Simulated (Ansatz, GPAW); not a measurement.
# Work function of a 3-layer slab of Zn(0001) at several levels, part 3 of 3

How far do functional and basis move the work function of a 3-layer slab of Zn(0001)?

GPAW 26.7.0 and Ansatz 0.2.0; Ansatz plane waves; slab in vacuum with a dipole correction, relaxation (the session's first sound run).

So far, upper work function (eV): step 2 (relaxing the atoms, PBE) 4.15; step 5 (self-consistent run: xc = "RPBE") 4.01; step 6 (self-consistent run: xc = "revPBE") 4.02; step 7 (real-space grid: mode = "fd", PBE, GPAW) 4.15; step 8 (atomic orbitals: mode = "lcao", PBE, GPAW) 4.20.

**10. A second plane-wave code (continued)**

Electrostatic potential energy of an electron (with the applied field's), less the Fermi level, planar mean against z:

z (Å), electrostatic potential energy of an electron (with the applied field's), less the Fermi level, planar mean (eV) and a bar from the least value:
```
      0.0        4.1 ##############################
      0.5        4.1 ##############################
      1.0        4.1 ##############################
      1.5        4.1 ##############################
      2.0        4.1 ##############################
      2.5        4.1 ##############################
      3.0        4.1 ##############################
      3.5        4.1 ##############################
      4.0        4.1 ##############################
      4.5        4.1 ##############################
      5.0        3.9 ##############################
      5.5        3.2 ############################
      6.0        0.7 ########################
      6.5       -8.4 ##########
      7.0      -14.2 
      7.5       -8.6 ##########
      8.0        0.2 ########################
      8.5        0.3 ########################
      9.0       -7.9 ###########
      9.5      -14.5 
     10.0       -9.4 ########
     10.5       -0.2 #######################
     11.0        0.5 ########################
     11.5       -7.2 ############
     12.0      -14.2 #
     12.5       -9.7 ########
     13.0        0.0 #######################
     13.5        3.0 ############################
     14.0        3.8 #############################
     14.5        4.1 ##############################
     15.0        4.1 ##############################
     15.5        4.1 ##############################
     16.0        4.1 ##############################
     16.5        4.1 ##############################
     17.0        4.1 ##############################
     17.5        4.1 ##############################
     18.0        4.1 ##############################
     18.5        4.1 ##############################
```

The valence density, planar mean oscillates, so the rows of the table below give means over windows of 1 Å about each position, cut where the curve ends. Its maxima inside the range that stand out by 2 % of the span (Å: e/Å³): 7.0: 2.57, 9.5: 2.51, 12.1: 2.53. Its minima: 8.3: 0.133, 10.8: 0.134.

Table of valence density, planar mean by z; means over each step:

| z (Å) | valence density, planar mean (e/Å³) |
| --- | --- |
| 3 | 7.3e-5 |
| 4 | 9.5e-4 |
| 5 | 0.0126 |
| 6 | 0.174 |
| 7 | 1.58 |
| 8 | 0.222 |
| 9 | 0.848 |
| 10 | 1.03 |
| 11 | 0.197 |
| 12 | 1.57 |
| 13 | 0.224 |
| 14 | 0.0151 |
| 15 | 0.00112 |
| 16 | 8.7e-5 |

The upper face's work function is 4.146 eV, against 4.150 eV in the first plane-wave PBE run at this geometry.

**11. Side by side**

Results and costs are gathered.

This step: comparison of work functions, dipole and cost (GPAW 26.7.0).

Ladder, by row:

| step | code | work function, upper (eV) | work function, lower (eV) | dipole (e Å) | wall time (s) | peak memory (GiB) | threads |
| --- | --- | --- | --- | --- | --- | --- | --- |
| pw | GPAW | 4.15 | 4.147 | -2.31e-4 | 17.68 | 0.18 | 2 |
| optPBE-vdW | GPAW | 4.268 | 4.264 | -2.72e-4 | 22.52 | 0.28 | 2 |
| RPBE | GPAW | 4.007 | 4.003 | -2.51e-4 | 18.31 | 0.18 | 2 |
| revPBE | GPAW | 4.024 | 4.021 | -2.36e-4 | 17.36 | 0.18 | 2 |
| fd | GPAW | 4.149 | 4.146 | -2.06e-4 | 84.31 | 0.4 | 2 |
| lcao | GPAW | 4.196 | 4.193 | -2.04e-4 | 191.4 | 0.23 | 2 |
| ansatz | Ansatz | 4.146 | 4.142 | -1.08e-4 | 2.59 | 0.434 | 2 |

**12. A changed run**

One more run, with changed settings.

This step: GPAW, PAW setups; slab in vacuum (GPAW 26.7.0).

The input, run.py:

```python
import json
import numpy as np
from ase import Atoms
from gpaw import GPAW, PW

slab = Atoms(
    ['Zn', 'Zn', 'Zn'],
    positions=[
        [0.00000, 0.00000, 7.00000],
        [2.66000, 1.53575, 9.53917],
        [0.00000, -0.00000, 12.06923]],
    cell=[[2.66, 0.0, 0.0], [1.33, 2.30363, 0.0], [0.0, 0.0, 18.93696]],
    pbc=[True, True, True])

slab.calc = GPAW(mode=PW(400), xc='PBE', kpts={'size': (14, 14, 1), 'gamma': True},
                 occupations={'name': 'fermi-dirac', 'width': 0.1}, nbands='140%',
                 convergence={'density': 1e-05}, maxiter=100,
                 poissonsolver={'dipolelayer': 'xy'},
                 symmetry={'tolerance': 1e-3}, txt='slab.txt')
result = {}
energy = slab.get_potential_energy()
fermi = slab.calc.get_fermi_level()
v = slab.calc.get_electrostatic_potential().mean((0, 1)) - fermi
n = slab.calc.get_pseudo_density().mean((0, 1))
L = slab.cell[2, 2]
z = np.arange(len(v)) * L / len(v)
low, high = slab.positions[:, 2].min(), slab.positions[:, 2].max()
below, above = np.interp([low - 4.8, high + 4.8], z, v)
slopes = [np.interp(x, z, np.gradient(v, z)) for x in (low - 4.8, high + 4.8)]
eps = np.array([[slab.calc.get_eigenvalues(k, s) for k in range(len(slab.calc.get_ibz_k_points()))]
                for s in range(slab.calc.get_number_of_spins())]) - fermi
top, bottom = eps[eps < 0].max(), eps[eps > 0].min()
dipole = slab.get_dipole_moment()[2]
print(f'energy {energy:.4f} eV, Fermi level {fermi:.4f} eV, dipole {dipole:.5f} e A')
print(f'potential 4.8 A off the faces, from the Fermi level: lower {below:.4f} eV, upper {above:.4f} eV')
print(f'slope of the potential there: lower {slopes[0]:.5f}, upper {slopes[1]:.5f} eV/A')
print(f'nearest levels on the mesh: {top:.4f} and {bottom:.4f} eV')
print('magnetic moment', round(slab.get_magnetic_moment(), 3))
result.update(energy=energy, fermi=fermi, dipole=dipole, below=below, above=above, slopes=slopes, edges=[top, bottom],
              z=z.tolist(), v=v.tolist(), n=n.tolist(), positions=slab.positions.tolist(),
              forces=slab.get_forces(apply_constraint=False).tolist(), moments=slab.get_magnetic_moments().tolist())
json.dump(result, open('result.json', 'w'))
```

Command:

```
$ OMP_NUM_THREADS=1 OPENBLAS_NUM_THREADS=2 python run.py
```

Numbers of over 12 decimals in the logs are rounded to 6 here.

Output:

```text
AssertionError
```

It took 0.82 s on 2 threads of Intel Xeon 6975P-C (Granite Rapids), shared host; peak memory 0.13 GiB.

The program refused the input before any cycle.

The fault put into the input: a dipole layer in a cell that repeats along the normal (pbc_z = true).

**13. Results**

| Quantity | Value |
| --- | --- |
| work function, both faces | 4.15 eV |
| dipole along the normal | -2.3e-4 e Å, near the numerical noise |

**Reading.** With plane waves and PBE the work function is 4.15 eV on the upper face and 4.15 eV on the lower. Over the sound runs of the table the upper face's work function spans 4.007 (RPBE) to 4.268 eV (optPBE-vdW). The two plane-wave codes differ by 0.0041 eV on the upper face. The small printed dipole stands for a step of 6.8 meV from the lower to the upper face, and the probes find 2.8 meV; values this small are near the numerical noise of both. The slab is only 5.1 Å thick between its outer nuclei, so the values belong to this film more than to the surface of the bulk metal. The in-plane lattice was kept as typed, which isn't the functional's own and leaves some strain; spin-orbit coupling and temperature are left out.

[Logs are printed without paths, hosts, clocks, repeated set-up lines and the standing remarks that a program may print on its own settings, such as how far it seeks lower states.]

[Hosts, paths, dates, database ids (printed as entryN), source tags and the programs' standing remarks are cut or masked in the printed files.]
